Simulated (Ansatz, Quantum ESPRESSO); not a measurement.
# Ballistic transmission: vacuum gap of 7.0 Å between two Pb(100) faces, part 2 of 4

Aim: the zero-bias transmission with pwcond for this junction: vacuum gap of 7.0 Å between two Pb(100) faces.

Quantum ESPRESSO 7.5; plane-wave DFT, PBEsol, GBRV ultrasoft pseudopotentials; cross-check by Ansatz 0.2.0 with PAW datasets.

So far. Step 2 (SCF with pw.x): The run needed 10 iterations to bring the estimated error under 1e-07 Ry; the largest force on any atom, held or free, is 0.40 eV/Å.

**3. Transmission with pwcond.x**

Level of this step: transmission by pwcond, lead and junction from one cell; plane-wave DFT, PBEsol, GBRV ultrasoft pseudopotentials (Quantum ESPRESSO).

prefixt takes both regions from one run: the lead from 0 to bdl, the scattering region from bdl to bds (units of alat). ikind = 1 puts the same lead on both sides. The program's T_tot counts both spins in a run without spin; the tables below give T per spin.

Input file cond.in:

```
&inputcond
  outdir = './out'
  prefixt = 'scf'
  tran_file = 'cond.dat'
  bdl = 1.4142135624
  bds = 9.7462650377
  ikind = 1
  ewind = 4.0
  epsproj = 1e-05
  nz1 = 7
  energy0 = 0.4
  denergy = -0.4
/
21
  0.00000000 0.00000000 0.01000000
  0.00000000 0.10000000 0.04000000
  0.00000000 0.20000000 0.04000000
  0.00000000 0.30000000 0.04000000
  0.00000000 0.40000000 0.04000000
  0.00000000 0.50000000 0.02000000
  0.10000000 0.10000000 0.04000000
  0.10000000 0.20000000 0.08000000
  0.10000000 0.30000000 0.08000000
  0.10000000 0.40000000 0.08000000
  0.10000000 0.50000000 0.04000000
  0.20000000 0.20000000 0.04000000
  0.20000000 0.30000000 0.08000000
  0.20000000 0.40000000 0.08000000
  0.20000000 0.50000000 0.04000000
  0.30000000 0.30000000 0.04000000
  0.30000000 0.40000000 0.08000000
  0.30000000 0.50000000 0.04000000
  0.40000000 0.40000000 0.04000000
  0.40000000 0.50000000 0.04000000
  0.50000000 0.50000000 0.01000000
3
```

Started as:

```sh
> OMP_NUM_THREADS=1 mpirun -n 4 pwcond.x -in cond.in > cond.out
```

The program printed:

```text
[banner, memory and clock lines left out]
Program PWCOND v.7.5 starts

          URL

     ./out/scf.save/

     IMPORTANT: XC functional enforced from input :
     Exchange-correlation= PBESOL
                           (   1   4  10   8   0   0   0)
     Any further DFT definition will be discarded
     Please, verify this is what you really want

     Check: negative core charge=   -0.000009

     negative rho (up, down):  1.856E-01 0.000E+00
     Reading collected, re-writing distributed wavefunctions

===== INPUT FILE containing all the regions =====

     GEOMETRY:

     lattice parameter (alat)  =       6.7213  a.u.
     the volume                =    2959.3326 (a.u.)^3
     the cross section         =      45.1756 (a.u.)^2
     l of the unit cell        =       9.7463 (alat)
     number of atoms/cell      =           12
     number of atomic types    =            1

     crystal axes: (cart. coord. in units of alat)
               a(1) = (  1.0000  0.0000  0.0000 )
               a(2) = (  0.0000  1.0000  0.0000 )
               a(3) = (  0.0000  0.0000  9.7463 )

   Cartesian axes

     site n.     atom                  positions (alat units)
          1        Pb     tau(  1)=(  0.0000  0.0000  9.7463  )
          2        Pb     tau(  2)=(  0.5000  0.5000  0.7071  )
          3        Pb     tau(  3)=(  0.0000  0.0000  1.4142  )
          4        Pb     tau(  4)=(  0.5000  0.5000  2.1213  )
          5        Pb     tau(  5)=(  0.0000  0.0000  2.8284  )
          6        Pb     tau(  6)=(  0.5000  0.5000  3.5355  )
          7        Pb     tau(  7)=(  0.0000  0.0000  5.5036  )
          8        Pb     tau(  8)=(  0.5000  0.5000  6.2107  )
          9        Pb     tau(  9)=(  0.0000  0.0000  6.9178  )
         10        Pb     tau( 10)=(  0.5000  0.5000  7.6249  )
         11        Pb     tau( 11)=(  0.0000  0.0000  8.3321  )
         12        Pb     tau( 12)=(  0.5000  0.5000  9.0392  )

     nr1s                      =           27
     nr2s                      =           27
     nr3s                      =          270
     nr1sx                     =           27
     nr2sx                     =           27
     nr3sx                     =          270
     nr1                       =           32
     nr2                       =           32
     nr3                       =          300
     nr1x                      =           32
     nr2x                      =           32
     nr3x                      =          300

 _______________________________
  Radii of nonlocal spheres:

     type       ibeta     ang. mom.          radius (alat units)
       Pb         1         0                    0.3458
       Pb         2         0                    0.3458
       Pb         3         1                    0.3458
       Pb         4         1                    0.3458
       Pb         5         2                    0.3458
       Pb         6         2                    0.3458
----- General information -----

--- T calc. with identical leads (ikind=1) ---

     nrx                       =           27
     nry                       =           27
     nz1                       =            7

     energy0               =         4.0E-01
     denergy               =        -4.0E-01
     nenergy               =          3
     ecut2d                =         4.0E+01
     ewind                 =         4.0E+00
     epsproj               =         1.0E-05

     number of k_|| points=   21
                       cryst. coord.
        k(    1) = (   0.0000000   0.0000000), wk =   0.0100000
        k(    2) = (   0.0000000   0.1000000), wk =   0.0400000
        k(    3) = (   0.0000000   0.2000000), wk =   0.0400000
        k(    4) = (   0.0000000   0.3000000), wk =   0.0400000
        k(    5) = (   0.0000000   0.4000000), wk =   0.0400000
        k(    6) = (   0.0000000   0.5000000), wk =   0.0200000
        k(    7) = (   0.1000000   0.1000000), wk =   0.0400000
        k(    8) = (   0.1000000   0.2000000), wk =   0.0800000
        k(    9) = (   0.1000000   0.3000000), wk =   0.0800000
        k(   10) = (   0.1000000   0.4000000), wk =   0.0800000
        k(   11) = (   0.1000000   0.5000000), wk =   0.0400000
        k(   12) = (   0.2000000   0.2000000), wk =   0.0400000
        k(   13) = (   0.2000000   0.3000000), wk =   0.0800000
        k(   14) = (   0.2000000   0.4000000), wk =   0.0800000
        k(   15) = (   0.2000000   0.5000000), wk =   0.0400000
        k(   16) = (   0.3000000   0.3000000), wk =   0.0400000
        k(   17) = (   0.3000000   0.4000000), wk =   0.0800000
        k(   18) = (   0.3000000   0.5000000), wk =   0.0400000
        k(   19) = (   0.4000000   0.4000000), wk =   0.0400000
        k(   20) = (   0.4000000   0.5000000), wk =   0.0400000
        k(   21) = (   0.5000000   0.5000000), wk =   0.0100000
----- Information about left/right lead -----

     nocros                   =           18
     noins                    =           18
     norb                     =           54
     norbf                    =          198
     nrz                      =           39

      iorb      type   ibeta   ang. mom.   m       position (alat)
        1        1       1        0        1   taunew(   1)=(  0.0000  0.0000  0.0000)
        2        1       2        0        1   taunew(   2)=(  0.0000  0.0000  0.0000)
        3        1       3        1        1   taunew(   3)=(  0.0000  0.0000  0.0000)
        4        1       3        1        2   taunew(   4)=(  0.0000  0.0000  0.0000)
        5        1       3        1        3   taunew(   5)=(  0.0000  0.0000  0.0000)
        6        1       4        1        1   taunew(   6)=(  0.0000  0.0000  0.0000)
        7        1       4        1        2   taunew(   7)=(  0.0000  0.0000  0.0000)
        8        1       4        1        3   taunew(   8)=(  0.0000  0.0000  0.0000)
        9        1       5        2        1   taunew(   9)=(  0.0000  0.0000  0.0000)
       10        1       5        2        2   taunew(  10)=(  0.0000  0.0000  0.0000)
       11        1       5        2        3   taunew(  11)=(  0.0000  0.0000  0.0000)
       12        1       5        2        4   taunew(  12)=(  0.0000  0.0000  0.0000)
       13        1       5        2        5   taunew(  13)=(  0.0000  0.0000  0.0000)
       14        1       6        2        1   taunew(  14)=(  0.0000  0.0000  0.0000)
       15        1       6        2        2   taunew(  15)=(  0.0000  0.0000  0.0000)
       16        1       6        2        3   taunew(  16)=(  0.0000  0.0000  0.0000)
       17        1       6        2        4   taunew(  17)=(  0.0000  0.0000  0.0000)
[...]
167        1       3        1        3   taunew( 167)=(  0.5000  0.5000  7.6249)
      168        1       4        1        1   taunew( 168)=(  0.5000  0.5000  7.6249)
      169        1       4        1        2   taunew( 169)=(  0.5000  0.5000  7.6249)
      170        1       4        1        3   taunew( 170)=(  0.5000  0.5000  7.6249)
      171        1       5        2        1   taunew( 171)=(  0.5000  0.5000  7.6249)
      172        1       5        2        2   taunew( 172)=(  0.5000  0.5000  7.6249)
      173        1       5        2        3   taunew( 173)=(  0.5000  0.5000  7.6249)
      174        1       5        2        4   taunew( 174)=(  0.5000  0.5000  7.6249)
      175        1       5        2        5   taunew( 175)=(  0.5000  0.5000  7.6249)
      176        1       6        2        1   taunew( 176)=(  0.5000  0.5000  7.6249)
      177        1       6        2        2   taunew( 177)=(  0.5000  0.5000  7.6249)
      178        1       6        2        3   taunew( 178)=(  0.5000  0.5000  7.6249)
      179        1       6        2        4   taunew( 179)=(  0.5000  0.5000  7.6249)
      180        1       6        2        5   taunew( 180)=(  0.5000  0.5000  7.6249)
      181        1       1        0        1   taunew( 181)=(  0.0000  0.0000  8.3321)
      182        1       2        0        1   taunew( 182)=(  0.0000  0.0000  8.3321)
      183        1       3        1        1   taunew( 183)=(  0.0000  0.0000  8.3321)
      184        1       3        1        2   taunew( 184)=(  0.0000  0.0000  8.3321)
      185        1       3        1        3   taunew( 185)=(  0.0000  0.0000  8.3321)
      186        1       4        1        1   taunew( 186)=(  0.0000  0.0000  8.3321)
      187        1       4        1        2   taunew( 187)=(  0.0000  0.0000  8.3321)
      188        1       4        1        3   taunew( 188)=(  0.0000  0.0000  8.3321)
      189        1       5        2        1   taunew( 189)=(  0.0000  0.0000  8.3321)
      190        1       5        2        2   taunew( 190)=(  0.0000  0.0000  8.3321)
      191        1       5        2        3   taunew( 191)=(  0.0000  0.0000  8.3321)
      192        1       5        2        4   taunew( 192)=(  0.0000  0.0000  8.3321)
      193        1       5        2        5   taunew( 193)=(  0.0000  0.0000  8.3321)
      194        1       6        2        1   taunew( 194)=(  0.0000  0.0000  8.3321)
      195        1       6        2        2   taunew( 195)=(  0.0000  0.0000  8.3321)
      196        1       6        2        3   taunew( 196)=(  0.0000  0.0000  8.3321)
      197        1       6        2        4   taunew( 197)=(  0.0000  0.0000  8.3321)
      198        1       6        2        5   taunew( 198)=(  0.0000  0.0000  8.3321)
 ngper, shell number =          145          23
 ngper, n2d =          145          96
---  E-Ef =    0.4000000  k =    0.0000000   0.0000000
---  ie =          1  ik =          1
 Nchannels of the left tip =            1
 Right moving states:
   k1(2pi/a)   k2(2pi/a)   E-Ef (eV)
   0.3744327  -0.0000021   0.4000000
 Left moving states:
   k1(2pi/a)   k2(2pi/a)   E-Ef (eV)
  -0.3744327  -0.0000021   0.4000000

 to transmit
 Band j to band i transmissions and reflections:
    j         i     |T_ij|^2    |R_ij|^2

    1 -->     1     0.03250     0.96750
   Total T_j, R_j =    0.03250  0.96750

E-Ef(ev), T(x2 spins) =    0.4000000   0.0650031
---  E-Ef =    0.0000000  k =    0.0000000   0.0000000
---  ie =          2  ik =          1
 Nchannels of the left tip =            1
 Right moving states:
   k1(2pi/a)   k2(2pi/a)   E-Ef (eV)
   0.3432947  -0.0000021   0.0000000
 Left moving states:
   k1(2pi/a)   k2(2pi/a)   E-Ef (eV)
  -0.3432947  -0.0000021   0.0000000

 to transmit
 Band j to band i transmissions and reflections:
    j         i     |T_ij|^2    |R_ij|^2

    1 -->     1     0.02266     0.97734
   Total T_j, R_j =    0.02266  0.97734

E-Ef(ev), T(x2 spins) =    0.0000000   0.0453191
---  E-Ef =   -0.4000000  k =    0.0000000   0.0000000
---  ie =          3  ik =          1
 Nchannels of the left tip =            1
 Right moving states:
   k1(2pi/a)   k2(2pi/a)   E-Ef (eV)
   0.3117728  -0.0000021  -0.4000000
 Left moving states:
   k1(2pi/a)   k2(2pi/a)   E-Ef (eV)
  -0.3117728  -0.0000021  -0.4000000

 to transmit
 Band j to band i transmissions and reflections:
    j         i     |T_ij|^2    |R_ij|^2

    1 -->     1     0.01575     0.98425
   Total T_j, R_j =    0.01575  0.98425

E-Ef(ev), T(x2 spins) =   -0.4000000   0.0315076
 ngper, shell number =          143          73
 ngper, n2d =          143          94
[... further energies and points left out ...]
---  E-Ef =    0.4000000  k =    0.5000000   0.5000000
---  ie =          1  ik =         21
 Nchannels of the left tip =            4
 Right moving states:
   k1(2pi/a)   k2(2pi/a)   E-Ef (eV)
  -0.2796510  -0.0000103   0.4000000
  -0.2796510  -0.0000103   0.4000000
  -0.4041518   0.0000009   0.4000000
  -0.4092416  -0.0000049   0.4000000
 Left moving states:
   k1(2pi/a)   k2(2pi/a)   E-Ef (eV)
   0.2796510  -0.0000103   0.4000000
   0.2796510  -0.0000103   0.4000000
   0.4041518   0.0000009   0.4000000
   0.4092416  -0.0000049   0.4000000

 to transmit
 Band j to band i transmissions and reflections:
    j         i     |T_ij|^2    |R_ij|^2

    1 -->     1     0.00004     0.02635
    1 -->     2     0.00000     0.97361
    1 -->     3     0.00000     0.00000
    1 -->     4     0.00000     0.00000
   Total T_j, R_j =    0.00004  0.99996

    2 -->     1     0.00000     0.97361
    2 -->     2     0.00004     0.02635
    2 -->     3     0.00000     0.00000
    2 -->     4     0.00000     0.00000
   Total T_j, R_j =    0.00004  0.99996

    3 -->     1     0.00000     0.00000
    3 -->     2     0.00000     0.00000
    3 -->     3     0.00000     1.00000
    3 -->     4     0.00000     0.00000
   Total T_j, R_j =    0.00000  1.00000

    4 -->     1     0.00000     0.00000
    4 -->     2     0.00000     0.00000
    4 -->     3     0.00000     0.00000
    4 -->     4     0.00000     1.00000
   Total T_j, R_j =    0.00000  1.00000

E-Ef(ev), T(x2 spins) =    0.4000000   0.0001663
---  E-Ef =    0.0000000  k =    0.5000000   0.5000000
---  ie =          2  ik =         21
 Nchannels of the left tip =            2
 Right moving states:
   k1(2pi/a)   k2(2pi/a)   E-Ef (eV)
  -0.3292909  -0.0000104   0.0000000
  -0.3292909  -0.0000104   0.0000000
 Left moving states:
   k1(2pi/a)   k2(2pi/a)   E-Ef (eV)
   0.3292909  -0.0000104   0.0000000
   0.3292909  -0.0000104   0.0000000

 to transmit
 Band j to band i transmissions and reflections:
    j         i     |T_ij|^2    |R_ij|^2

    1 -->     1     0.00003     0.34685
    1 -->     2     0.00000     0.65312
   Total T_j, R_j =    0.00003  0.99997

    2 -->     1     0.00000     0.65312
    2 -->     2     0.00003     0.34685
   Total T_j, R_j =    0.00003  0.99997

E-Ef(ev), T(x2 spins) =    0.0000000   0.0001027
---  E-Ef =   -0.4000000  k =    0.5000000   0.5000000
---  ie =          3  ik =         21
 Nchannels of the left tip =            2
 Right moving states:
   k1(2pi/a)   k2(2pi/a)   E-Ef (eV)
  -0.3799600  -0.0000105  -0.4000000
  -0.3799600  -0.0000105  -0.4000000
 Left moving states:
   k1(2pi/a)   k2(2pi/a)   E-Ef (eV)
   0.3799600  -0.0000105  -0.4000000
   0.3799600  -0.0000105  -0.4000000

 to transmit
 Band j to band i transmissions and reflections:
    j         i     |T_ij|^2    |R_ij|^2

    1 -->     1     0.00002     0.64254
    1 -->     2     0.00000     0.35744
   Total T_j, R_j =    0.00002  0.99998

    2 -->     1     0.00000     0.35744
    2 -->     2     0.00002     0.64254
   Total T_j, R_j =    0.00002  0.99998

E-Ef(ev), T(x2 spins) =   -0.4000000   0.0000689
   T_tot     0.40000      0.14081E-01
   T_tot     0.00000      0.11041E-01
   T_tot    -0.40000      0.75867E-02

Note: The following floating-point exceptions are signalling: IEEE_UNDERFLOW_FLAG
Note: The following floating-point exceptions are signalling: IEEE_UNDERFLOW_FLAG
Note: The following floating-point exceptions are signalling: IEEE_UNDERFLOW_FLAG
Note: The following floating-point exceptions are signalling: IEEE_UNDERFLOW_FLAG
```

It took 2.2 min on 4 MPI ranks of Arm Neoverse V1, shared host; peak memory 0.29 GiB.

Read from the output:

```
lead channels at the Fermi level, one spin : 1.630
transmission at the Fermi level, one spin  : 0.005520
conductance                                : 0.005520 G₀
```

Per spin; mean over the k mesh across the current. Table of open channels, zone mean by energy, zero at the Fermi level:

```csv
energy (eV),"open channels, zone mean"
-0.400,1.55
0.000,1.63
0.400,1.53
```

Per spin; mean over the k mesh across the current. Transmission, zone mean against energy, zero at the Fermi level:

```csv
energy (eV),"transmission, zone mean"
-0.400,0.00379
0.000,0.00552
0.400,0.00704
```

At 0.000 eV; k in fractions of b1, b2. Transmission by k point:

```csv
k1,k2,weight,t,channels
0,0,0.01,0.02266,1
0,0.1,0.04,0.02041,1
0,0.2,0.04,0.01023,2
0,0.3,0.04,0.005738,2
0,0.4,0.04,0.002737,2
0,0.5,0.02,0,0
0.1,0.1,0.04,0.01904,1
0.1,0.2,0.08,0.01041,2
0.1,0.3,0.08,0.005817,2
0.1,0.4,0.08,0.002492,2
0.1,0.5,0.04,0,0
0.2,0.2,0.04,0.006012,2
0.2,0.3,0.08,0.009328,2
0.2,0.4,0.08,0.001081,2
0.2,0.5,0.04,0,0
0.3,0.3,0.04,0.008323,2
0.3,0.4,0.08,5.09e-4,2
0.3,0.5,0.04,0,0
0.4,0.4,0.04,4.06e-4,2
0.4,0.5,0.04,1.52e-4,2
0.5,0.5,0.01,5.14e-5,2
```

The program's own clock; routines nest. Time by routine:

```csv
routine,wall time (s),calls
PWCOND,133.9,1
scatter_forw,106,126
local,15.11,21
compbs,9.84,63
compbs_2,8.23,63
init,0.52,1
poten,0.05,1
```

At no point does T exceed the number of channels.

(Continued in part 3 of 4.)

[Logs are printed without paths, hosts, clocks, repeated set-up lines and the standing remarks that a program may print on its own settings, such as how far it seeks lower states.]

[Hosts, paths, dates, database ids (printed as entryN), source tags and the programs' standing remarks are cut or masked in the printed files.]

[Maps of the electrostatic potential energy from Ansatz leave out the sawtooth potential of an applied field or a dipole correction, so their vacuum need not be flat; planar profiles and work functions include it.]
